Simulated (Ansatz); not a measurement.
# What HgH2 (model cell, started as CdI2 type) distorts into, part 2 of 3

Aim: this structure of HgH2 (model cell, started as CdI2 type) is to be tested for unstable modes, and one is followed downhill.

Ansatz 0.2.0; DFT PBE, scalar-relativistic, plane waves, PAW.

So far, highest frequency on path, mesh or solved points (cm⁻¹): step 2 (phonons on a q mesh) 904. Also lowest frequency on the path (cm⁻¹): step 2 -907.

The structure was built from a prototype and need not be the compound's stable phase.

## Step 4: The mode frozen in, largest atomic shift 0.45 Å

The atoms are moved along the unstable eigenvector, the largest shift by 0.45 Å, with the cell fixed.

input.yaml

```yaml
crystal:
  lattice:
    - [3.2683265306, 0.0, 0.0]
    - [-1.6341632653, 2.8304538034, 0.0]
    - [0.0, 0.0, 10.8115308121]
  atoms:
    - { symbol: Hg, position: [0.0, 0.0, 0.0] }
    - { symbol: Hg, position: [0.0, 0.0, 0.5] }
    - { symbol: H, position: [0.25384078, 0.74615922, 0.0868011573] }
    - { symbol: H, position: [0.4128258867, 0.5871741133, 0.5868011573] }
    - { symbol: H, position: [0.5871741133, 0.4128258867, 0.4131988427] }
    - { symbol: H, position: [0.74615922, 0.25384078, 0.9131988427] }
kpoints:
  mp_grid: { grid: [12, 12, 4] }
hamiltonian:
  xc: pbe
scf:
  occupations: { method: methfessel_paxton, width: 0.15 }
output:
  forces: true
  stress: true
  eigenvalues: true
```

The run is started by

```sh
ansatz run input.yaml --threads 4 --pin off --max-ram 7168MiB --backend cpu --events-out ev --progress --plain --runs-dir out
```

The program printed:

```text
[...]
Crystal: 6 atoms, lattice volume = 100.016 Å³
Basis set: ecut = 420 eV, 1981 PW (Γ), exchange–correlation on 48×48×150 points (8 copies of the dense FFT grid, shifted against one another)
Bands: 28, of which v1, the nominal top of the filled ones, is band 22 counted from 1 (21 counted from 0)
Symmetry: 4 space group operations
[...]
k-points: 164 of 576
[...]
k-point 0: bands = [... 18 lower, -1.0253, -0.9615, 1.4791, 1.9967, 9.3559, 10.5653, 12.9842, 13.2073, ... 1 higher]
  k-point 1: bands = [... 18 lower, -1.0253, -0.9660, 1.5467, 1.9243, 9.5196, 10.3771, 12.9406, 13.3069, ... 1 higher]
  k-point 2: bands = [... 18 lower, -1.0253, -0.9705, 1.6658, 1.8005, 9.8684, 10.0044, 12.9141, 13.3980, ... 1 higher]
  k-point 163: bands = [... 18 lower, 0.3438, 1.9324, 1.9903, 3.4093, 6.6657, 7.6918, 9.5802, 10.2727, ... 1 higher]
[key lines of the parts left out:]
SCF converged after 6 iterations
Free energy (F): -27686.726628 eV
Fermi energy:    5.351134 eV
P = ⅓ Tr σ = 3.5081 GPa (35.081 kbar)
```

It took 2.8 s on 4 threads of Intel Xeon Platinum 8488C (Sapphire Rapids), shared host; peak memory 0.66 GiB.

This step gave:

- pressure: 3.508 GPa
- energy from the undistorted cell: -75.37 meV/atom

The energy, extrapolated to zero smearing, is -75.37 meV/atom against the undistorted cell.

The run ends at a pressure of 3.51 GPa, with forces up to 0.81 eV/Å.

## Step 5: Energy along the mode, all amplitudes (two of the runs are shown above)

An imaginary frequency means negative curvature, so the energy should fall and then rise again as anharmonic terms take over.

Numbers from this step:

```
depth at the lowest point sampled  : 75.37 meV/atom
largest atomic shift at that point : 0.45 Å
```

The energy from the parent by largest atomic shift:

```tsv
largest atomic shift (Å)	energy from the parent (meV/atom)
0.000	0
0.040	-0.798
0.080	-2.33
0.140	-5.99
0.220	-17.4
0.320	-42.1
0.450	-75.4
0.600	-67.2
```

Displacement at unit largest shift by atom:

```tsv
atom	x (Å)	y (Å)	z (Å)	size
Hg1	0.000	0.000	0.000	0.000
Hg2	0.000	0.000	0.000	0.000
H3	-0.866	0.500	0.000	1.000
H4	0.866	-0.500	0.000	1.000
H5	-0.866	0.500	0.000	1.000
H6	0.866	-0.500	0.000	1.000
```

The lowest step is at 0.45 Å, 75.4 meV/atom below the parent, and the energy rises beyond it.

## Step 6: Relaxing from the distorted cell

Starting from the lowest point found, all atoms and the cell are let go, so that strain and other modes of the same symmetry can join in.

Changes to input.yaml since step 4:

```diff
@@ -22 +22,6 @@
   eigenvalues: true
+relax:
+  adjacent_minimum: "off"
+  f_tol: 0.002
+  max_steps: 120
+  cell: { stress_tol: 0.03 }
```

The program printed:

```text
[...]
Crystal: 6 atoms, lattice volume = 100.016 Å³
Basis set: ecut = 420 eV, 1981 PW (Γ), exchange–correlation on 48×48×150 points (8 copies of the dense FFT grid, shifted against one another)
Bands: 28, of which v1, the nominal top of the filled ones, is band 22 counted from 1 (21 counted from 0)
Symmetry: 4 space group operations
[...]
k-points: 164 of 576
[...]
SCF iter   1: F=—  HF=-27686.729885 eV  |F-HF|=—  |Δ(HF+E_count)|=         —  Δρ=5.40e-3  dr2=2.07e-2  ethr=1.77e-3  ⟨swp⟩=5.6  Hψ=18863  notcnv=0
[...]
SCF iter   6: F=-27686.726628 eV  HF=-27686.726628 eV  |F-HF|=5.95e-8  |Δ(HF+E_count)|=   1.37e-7  S|Δr|=    0.00e0  Δρ=8.87e-6  dr2=8.37e-8  ethr=2.27e-10  ⟨swp⟩=9.7  Hψ=20166  notcnv=0
SCF 1 converged in 6 iterations: F = -27686.726628 eV  dr2 = 8.37e-8
[...]
relax step   1: F+E_penalty+E_count = -27686.72662810 eV  Δ(F+E_penalty+E_count) = +0.000e0 eV  max|allowed force component| = 6.362e-1 eV/Å  Δτ_max = 0.0000 Å  P = +3.508 GPa  Ω = 100.016 Å³  (6 SCF iters, dr2 threshold 1.00e-7 eV, accepted)
Crystal: 6 atoms, lattice volume = 107.250 Å³
Basis set: ecut = 420 eV, 2111 PW (Γ), exchange–correlation on 48×48×150 points (8 copies of the dense FFT grid, shifted against one another)
[...]
SCF iter   7: F=-27687.139271 eV  HF=-27687.139271 eV  |F-HF|=1.30e-8  |Δ(HF+E_count)|=   1.14e-7  S|Δr|=    0.00e0  Δρ=6.27e-6  dr2=2.00e-8  ethr=1.36e-9  ⟨swp⟩=7.8  Hψ=19122  notcnv=0
SCF 2 converged in 7 iterations: F = -27687.139271 eV  dr2 = 2.00e-8
relax step   2: F+E_penalty+E_count = -27687.13927138 eV  Δ(F+E_penalty+E_count) = -4.126e-1 eV  max|allowed force component| = 3.973e-1 eV/Å  Δτ_max = 0.1992 Å  P = +0.331 GPa  Ω = 107.250 Å³  energy of the carried Pulay correction = -4.363e-3 eV  (7 SCF iters, dr2 threshold 6.00e-7 eV, accepted)
Crystal: 6 atoms, lattice volume = 110.716 Å³
Basis set: ecut = 420 eV, 2175 PW (Γ), exchange–correlation on 48×48×150 points (8 copies of the dense FFT grid, shifted against one another)
[...]
SCF iter   6: F=-27687.323576 eV  HF=-27687.323576 eV  |F-HF|=3.64e-10  |Δ(HF+E_count)|=   5.95e-7  S|Δr|=    0.00e0  Δρ=7.88e-6  dr2=5.16e-8  ethr=1.24e-9  ⟨swp⟩=3.0  Hψ=17308  notcnv=0
SCF 3 converged in 6 iterations: F = -27687.323576 eV  dr2 = 5.16e-8
relax step   3: F+E_penalty+E_count = -27687.32357588 eV  Δ(F+E_penalty+E_count) = -1.843e-1 eV  max|allowed force component| = 1.514e-1 eV/Å  Δτ_max = 0.1906 Å  P = -0.299 GPa  Ω = 110.716 Å³  energy of the carried Pulay correction = -6.348e-3 eV  (6 SCF iters, dr2 threshold 6.00e-7 eV, accepted)
[... from here on, the SCF cycles and remarks between the steps are left out ...]
relax step   4: F+E_penalty+E_count = -27687.37156198 eV  Δ(F+E_penalty+E_count) = -4.799e-2 eV  max|allowed force component| = 6.908e-2 eV/Å  Δτ_max = 0.1187 Å  P = -0.305 GPa  Ω = 112.038 Å³  energy of the carried Pulay correction = -7.088e-3 eV  (6 SCF iters, dr2 threshold 6.00e-7 eV, accepted)
relax step   5: F+E_penalty+E_count = -27687.38420247 eV  Δ(F+E_penalty+E_count) = -1.264e-2 eV  max|allowed force component| = 2.600e-2 eV/Å  Δτ_max = 0.0853 Å  P = -0.100 GPa  Ω = 111.790 Å³  energy of the carried Pulay correction = -6.950e-3 eV  (6 SCF iters, dr2 threshold 6.00e-7 eV, accepted)
relax step   6: F+E_penalty+E_count = -27687.38520596 eV  Δ(F+E_penalty+E_count) = -1.003e-3 eV  max|allowed force component| = 1.291e-2 eV/Å  Δτ_max = 0.0136 Å  P = +0.002 GPa  Ω = 111.544 Å³  energy of the carried Pulay correction = -6.812e-3 eV  (5 SCF iters, dr2 threshold 1.11e-7 eV, accepted)
relax step   7: F+E_penalty+E_count = -27687.38655074 eV  Δ(F+E_penalty+E_count) = -1.345e-3 eV  max|allowed force component| = 9.975e-3 eV/Å  Δτ_max = 0.0199 Å  P = +0.014 GPa  Ω = 111.346 Å³  energy of the carried Pulay correction = -6.702e-3 eV  (6 SCF iters, dr2 threshold 1.18e-8 eV, accepted)
relax step   8: F+E_penalty+E_count = -27687.38816813 eV  Δ(F+E_penalty+E_count) = -1.617e-3 eV  max|allowed force component| = 2.875e-3 eV/Å  Δτ_max = 0.0463 Å  P = -0.039 GPa  Ω = 111.143 Å³  energy of the carried Pulay correction = -6.588e-3 eV  (6 SCF iters, dr2 threshold 6.22e-9 eV, accepted)
relax step   9: F+E_penalty+E_count = -27687.38973904 eV  Δ(F+E_penalty+E_count) = -1.571e-3 eV  max|allowed force component| = 7.028e-3 eV/Å  Δτ_max = 0.0615 Å  P = +0.043 GPa  Ω = 110.527 Å³  energy of the carried Pulay correction = -6.241e-3 eV  (7 SCF iters, dr2 threshold 1.46e-8 eV, accepted)
relax step  10: F+E_penalty+E_count = -27687.38995921 eV  Δ(F+E_penalty+E_count) = -2.202e-4 eV  max|allowed force component| = 1.320e-2 eV/Å  Δτ_max = 0.0272 Å  P = -0.004 GPa  Ω = 110.514 Å³  energy of the carried Pulay correction = -6.234e-3 eV  (6 SCF iters, dr2 threshold 1.90e-8 eV, accepted)
relax step  11: F+E_penalty+E_count = -27687.39009192 eV  Δ(F+E_penalty+E_count) = -1.327e-4 eV  max|allowed force component| = 4.635e-3 eV/Å  Δτ_max = 0.0093 Å  P = +0.007 GPa  Ω = 110.400 Å³  energy of the carried Pulay correction = -6.170e-3 eV  (6 SCF iters, dr2 threshold 1.74e-8 eV, accepted)
relax step  12: F+E_penalty+E_count = -27687.39007155 eV  Δ(F+E_penalty+E_count) = +2.036e-5 eV  max|allowed force component| = 3.087e-3 eV/Å  Δτ_max = 0.0042 Å  P = +0.007 GPa  Ω = 110.486 Å³  energy of the carried Pulay correction = -6.218e-3 eV  (5 SCF iters, dr2 threshold 2.73e-9 eV, accepted)
relax step  13: F+E_penalty+E_count = -27687.39003756 eV  Δ(F+E_penalty+E_count) = +3.400e-5 eV  max|allowed force component| = 1.811e-3 eV/Å  Δτ_max = 0.0017 Å  P = +0.004 GPa  Ω = 110.567 Å³  energy of the carried Pulay correction = -6.264e-3 eV  (6 SCF iters, dr2 threshold 5.96e-10 eV, accepted)
relax step  14: F+E_penalty+E_count = -27687.38983086 eV  Δ(F+E_penalty+E_count) = +2.067e-4 eV  max|allowed force component| = 1.426e-3 eV/Å  Δτ_max = 0.0063 Å  P = -0.001 GPa  Ω = 110.976 Å³  energy of the carried Pulay correction = -6.494e-3 eV  (7 SCF iters, accepted)
relax step  15: F+E_penalty+E_count = -27687.38975304 eV  Δ(F+E_penalty+E_count) = +7.782e-5 eV  max|allowed force component| = 2.064e-3 eV/Å  Δτ_max = 0.0026 Å  P = -0.002 GPa  Ω = 111.126 Å³  energy of the carried Pulay correction = -6.578e-3 eV  (7 SCF iters, accepted)
relax step  16: F+E_penalty+E_count = -27687.38974592 eV  Δ(F+E_penalty+E_count) = +7.118e-6 eV  max|allowed force component| = 4.364e-4 eV/Å  Δτ_max = 0.0008 Å  P = +0.000 GPa  Ω = 111.143 Å³  energy of the carried Pulay correction = -6.588e-3 eV  (5 SCF iters, dr2 threshold 2.66e-10 eV, accepted)
[...]
relax step  20: F+E_penalty+E_count = -27687.40224295 eV  Δ(F+E_penalty+E_count) = +2.949e-4 eV  max|allowed force component| = 1.085e-2 eV/Å  Δτ_max = 0.0060 Å  P = +0.005 GPa  Ω = 116.051 Å³  energy of the carried Pulay correction = -2.970e-3 eV  (5 SCF iters, dr2 threshold 4.34e-8 eV, accepted)
relax step  21: F+E_penalty+E_count = -27687.40221063 eV  Δ(F+E_penalty+E_count) = +3.232e-5 eV  max|allowed force component| = 5.276e-3 eV/Å  Δτ_max = 0.0014 Å  P = -0.000 GPa  Ω = 116.151 Å³  energy of the carried Pulay correction = -3.032e-3 eV  (5 SCF iters, dr2 threshold 1.48e-8 eV, accepted)
relax step  22: F+E_penalty+E_count = -27687.40228240 eV  Δ(F+E_penalty+E_count) = -7.177e-5 eV  max|allowed force component| = 5.933e-4 eV/Å  Δτ_max = 0.0052 Å  P = +0.002 GPa  Ω = 116.135 Å³  energy of the carried Pulay correction = -3.009e-3 eV  (6 SCF iters, dr2 threshold 3.45e-9 eV, accepted)
relax step  23: F+E_penalty+E_count = -27687.40234325 eV  Δ(F+E_penalty+E_count) = -6.085e-5 eV  max|allowed force component| = 7.264e-3 eV/Å  Δτ_max = 0.0266 Å  P = +0.004 GPa  Ω = 116.328 Å³  energy of the carried Pulay correction = -3.079e-3 eV  (8 SCF iters, accepted)
relax step  24: F+E_penalty+E_count = -27687.40207938 eV  Δ(F+E_penalty+E_count) = +2.639e-4 eV  max|allowed force component| = 6.806e-3 eV/Å  Δτ_max = 0.0227 Å  P = +0.011 GPa  Ω = 116.838 Å³  energy of the carried Pulay correction = -3.376e-3 eV  (7 SCF iters, dr2 threshold 4.75e-9 eV, accepted)
relax step  25: F+E_penalty+E_count = -27687.40226072 eV  Δ(F+E_penalty+E_count) = -1.813e-4 eV  max|allowed force component| = 3.590e-3 eV/Å  Δτ_max = 0.0047 Å  P = -0.008 GPa  Ω = 116.619 Å³  energy of the carried Pulay correction = -3.225e-3 eV  (6 SCF iters, dr2 threshold 4.46e-9 eV, accepted)
relax step  26: F+E_penalty+E_count = -27687.40234798 eV  Δ(F+E_penalty+E_count) = -8.726e-5 eV  max|allowed force component| = 2.619e-3 eV/Å  Δτ_max = 0.0040 Å  P = -0.009 GPa  Ω = 116.492 Å³  energy of the carried Pulay correction = -3.147e-3 eV  (6 SCF iters, dr2 threshold 2.65e-9 eV, accepted)
relax step  27: F+E_penalty+E_count = -27687.40240838 eV  Δ(F+E_penalty+E_count) = -6.040e-5 eV  max|allowed force component| = 1.921e-3 eV/Å  Δτ_max = 0.0049 Å  P = -0.010 GPa  Ω = 116.400 Å³  energy of the carried Pulay correction = -3.094e-3 eV  (6 SCF iters, dr2 threshold 4.29e-10 eV, accepted)
relax step  28: F+E_penalty+E_count = -27687.40559608 eV  Δ(F+E_penalty+E_count) = -3.188e-3 eV  max|allowed force component| = 2.421e-3 eV/Å  Δτ_max = 0.0000 Å  P = -0.019 GPa  Ω = 116.400 Å³  stress off target by 3.70e-2 GPa  SCF on the basis re-selected at this cell (its energy is not comparable with the rows above)  (8 SCF iters)
relax step  29: F+E_penalty+E_count = -27687.40571840 eV  Δ(F+E_penalty+E_count) = -1.223e-4 eV  max|allowed force component| = 1.481e-2 eV/Å  Δτ_max = 0.0355 Å  P = +0.004 GPa  Ω = 116.648 Å³  energy of the carried Pulay correction = -6.261e-5 eV  (7 SCF iters, dr2 threshold 3.42e-9 eV, accepted)
relax step  30: F+E_penalty+E_count = -27687.40596315 eV  Δ(F+E_penalty+E_count) = -2.447e-4 eV  max|allowed force component| = 1.203e-2 eV/Å  Δτ_max = 0.0196 Å  P = -0.002 GPa  Ω = 116.412 Å³  energy of the carried Pulay correction = +1.005e-4 eV  (6 SCF iters, dr2 threshold 1.37e-8 eV, accepted)
relax step  31: F+E_penalty+E_count = -27687.40647325 eV  Δ(F+E_penalty+E_count) = -5.101e-4 eV  max|allowed force component| = 3.886e-3 eV/Å  Δτ_max = 0.0197 Å  P = +0.003 GPa  Ω = 115.673 Å³  energy of the carried Pulay correction = +5.314e-4 eV  (6 SCF iters, dr2 threshold 9.05e-9 eV, accepted)
relax step  32: F+E_penalty+E_count = -27687.40689036 eV  Δ(F+E_penalty+E_count) = -4.171e-4 eV  max|allowed force component| = 1.886e-2 eV/Å  Δτ_max = 0.0185 Å  P = +0.036 GPa  Ω = 114.786 Å³  energy of the carried Pulay correction = +1.024e-3 eV  (7 SCF iters, dr2 threshold 9.44e-10 eV, rejected (line search))
relax step  33: F+E_penalty+E_count = -27687.40679382 eV  Δ(F+E_penalty+E_count) = -3.206e-4 eV  max|allowed force component| = 1.133e-3 eV/Å  Δτ_max = 0.0093 Å  P = -0.005 GPa  Ω = 115.181 Å³  energy of the carried Pulay correction = +7.973e-4 eV  (8 SCF iters, accepted)
Basis set: ecut = 420 eV, 2243 PW (Γ), exchange–correlation on 50×50×150 points (8 copies of the dense FFT grid, shifted against one another)
[...]
SCF iter   7: F=-27687.406329 eV  HF=-27687.406329 eV  |F-HF|=1.46e-11  |Δ(HF+E_count)|=  2.33e-10  S|Δr|=    0.00e0  Δρ=3.71e-8  dr2=1.16e-12  ethr=1.00e-12  ⟨swp⟩=6.1  Hψ=19095  notcnv=0
SCF 34 converged in 7 iterations: F = -27687.406329 eV  dr2 = 1.16e-12
relax step  34: F+E_penalty+E_count = -27687.40632875 eV  Δ(F+E_penalty+E_count) = +4.651e-4 eV  max|allowed force component| = 6.761e-4 eV/Å  Δτ_max = 0.0000 Å  P = -0.004 GPa  Ω = 115.181 Å³  stress off target by 2.20e-2 GPa  SCF on the basis re-selected at this cell (its energy is not comparable with the rows above)  (7 SCF iters)
basis re-selected at this cell: Δ(F+E_penalty+E_count) = +4.651e-4 eV, ΔP = +0.001 GPa vs the last step (what re-selecting the basis moved, of the pressure what is left beyond the Pulay correction that the steps carried, after the strain that the cell walked since its last selection, with what the two solves' SCF thresholds leave and, on support functions, any second-order correction that the steps lacked; it is no measure of the basis error at this ecutwfc). The dense FFT grid was sized anew with the basis: this SCF ran on 25×25×75 points, the steps before it on 25×25×80, so part of this shift can come from that change (see relax.cell in the input reference). [rest of the remark cut]
SCF converged after 7 iterations
[...]
Free energy (F): -27687.406329 eV
[...]
Internal energy: -27687.407827 eV  (E = F + TS)
E sigma→0 (E₀):  -27687.406703 eV
Entropy (-TS):   0.001498 eV (0.250 meV/atom)
Fermi energy:    3.957497 eV
[...]
--- Forces (eV/Å), atoms counted from 1 ---
  atom   1  Hg     0.00000000     0.00000000     0.00000000
  atom   2  Hg     0.00000000    -0.00000000     0.00000000
  atom   3  H     -0.00041862     0.00024169    -0.00067606
  atom   4  H      0.00048141    -0.00027794     0.00030266
  atom   5  H     -0.00048141     0.00027794    -0.00030266
  atom   6  H      0.00041862    -0.00024169     0.00067606
  max |Σ_I F_I| component: 0.00e0 eV/Å
--- Stress (GPa, compression-positive) ---
       -0.002549       0.005542       0.010371
        0.005542       0.003850      -0.005988
        0.010371      -0.005988      -0.013176
  P = ⅓ Tr σ = -0.0040 GPa (-0.040 kbar)
--- Band table (eV; the first three rows and the last of 164) ---
  k-point 0: bands = [... 18 lower, -2.3162, -2.2282, 0.3306, 1.0277, 7.4074, 8.8978, 10.8790, 10.9168, ... 2 higher]
  k-point 1: bands = [... 18 lower, -2.3095, -2.2385, 0.3833, 0.9678, 7.4882, 8.9417, 10.3727, 11.1594, ... 2 higher]
  k-point 2: bands = [... 18 lower, -2.3002, -2.2514, 0.4491, 0.8949, 7.5742, 9.0113, 10.0390, 11.2180, ... 2 higher]
  k-point 163: bands = [... 18 lower, -0.1131, 0.0691, 0.1266, 0.3858, 5.7949, 5.8486, 7.0666, 7.9194, ... 2 higher]
--- Relaxed structure (31 steps of the walk, 30 accepted, 3 SCFs on fresh bases) ---
  F+E_penalty+E_count = -27687.40632875 eV   max|allowed force component| = 6.761e-4 eV/Å   (the final SCF, on the basis selected at the relaxed cell)
  cell:  # Å, volume = 115.1814 Å³
    - [3.598571, -0.230820, 0.206516]
    - [-1.999181, 3.001044, -0.206516]
    - [0.683149, -0.394416, 11.191943]
  atoms:
    - { symbol: Hg, position: [1.818889e-18, 1.758633e-19, 0] }
    - { symbol: Hg, position: [-2.081668e-17, 0.0, 0.5] }
    - { symbol: H, position: [0.122239, 0.877761, 0.120996] }
    - { symbol: H, position: [0.365148, 0.634852, 0.580091] }
    - { symbol: H, position: [0.634852, 0.365148, 0.419909] }
    - { symbol: H, position: [0.877761, 0.122239, 0.879004] }
```

Wall time 2.1 min (4 threads); peak memory 0.77 GiB.

The steps of the relaxation (22 of 34):

```tsv
step	energy less that of the first step (eV)	largest force component (eV/Å)	pressure (GPa)	volume (Å³)
1	0.0000	0.6362	3.51	100.02
3	-0.5969	0.1514	-0.30	110.72
4	-0.6449	0.0691	-0.30	112.04
6	-0.6586	0.0129	0.00	111.54
7	-0.6599	0.0100	0.01	111.35
9	-0.6631	0.0070	0.04	110.53
10	-0.6633	0.0132	0.00	110.51
12	-0.6634	0.0031	0.01	110.49
14	-0.6632	0.0014	0.00	110.98
15	-0.6631	0.0021	0.00	111.13
17*	-0.6763	0.0016	0.12	111.14
18	-0.6765	0.0060	0.09	112.65
20	-0.6756	0.0108	0.01	116.05
21	-0.6756	0.0053	0.00	116.15
23	-0.6757	0.0073	0.00	116.33
25	-0.6756	0.0036	-0.01	116.62
26	-0.6757	0.0026	-0.01	116.49
28*	-0.6790	0.0024	-0.02	116.40
29	-0.6791	0.0148	0.00	116.65
31	-0.6798	0.0039	0.00	115.67
32	-0.6803	0.0189	0.04	114.79
34*	-0.6797	0.0007	0.00	115.18
```

Relaxation steps marked * repeat the geometry before them on a plane-wave basis chosen anew for their cell, so energy and pressure can jump there. Other such steps can lie between the rows shown. Relaxation step 32 was tried and not accepted.

The run keeps the 4 symmetry operations that the program found, so distortions that break them were not tested.

```tsv
cell as run	before	after	change
a (Å)	3.268	3.612	+10.5 %
b (Å)	3.268	3.612	+10.5 %
c (Å)	10.812	11.220	+3.8 %
α (°)	90.00	96.89	+7.7 %
β (°)	90.00	83.11	-7.7 %
γ (°)	120.00	127.43	+6.2 %
volume (Å³/atom)	16.67	19.20	+15.2 %
```

The atoms that moved most (Å, as changes of fractional coordinates times the final cell):

```tsv
atom	dx	dy	dz	length
H6	0.713	-0.412	-0.328	0.887
H3	-0.713	0.412	0.328	0.887
H5	0.271	-0.157	0.095	0.327
H4	-0.271	0.157	-0.095	0.327
```

The relaxed structure:

```cif
data_structure
_symmetry_space_group_name_H-M 'P 1'
_symmetry_Int_Tables_number 1
_cell_length_a 3.6119
_cell_length_b 3.6119
_cell_length_c 11.2197
_cell_angle_alpha 96.889
_cell_angle_beta 83.111
_cell_angle_gamma 127.433
_cell_volume 115.18
loop_
_atom_site_label
_atom_site_type_symbol
_atom_site_fract_x
_atom_site_fract_y
_atom_site_fract_z
_atom_site_occupancy
Hg1 Hg 0.00000 0.00000 0.00000 1
Hg2 Hg 0.00000 0.00000 0.50000 1
H3 H 0.12224 0.87776 0.12100 1
H4 H 0.36515 0.63485 0.58009 1
H5 H 0.63485 0.36515 0.41991 1
H6 H 0.87776 0.12224 0.87900 1
```

This step gave:

| Quantity | Value |
| --- | --- |
| pressure | -0.003958 GPa |
| volume per atom | 19.20 Å³ |

The distorted start has space group C2/m; the relaxation ends in C2/m.

(Continued in part 3 of 3.)

[Long decimals in the printed logs are rounded to 6 places.]

[Logs are printed without paths, hosts, clocks, repeated set-up lines and the standing remarks that a program may print on its own settings, such as how far it seeks lower states.]

[Hosts, paths, dates, database ids (printed as entryN), source tags and the programs' standing remarks are cut or masked in the printed files.]

[Where the starting crystal was built by hand or by swapping elements, it need not be the compound's stable phase.]
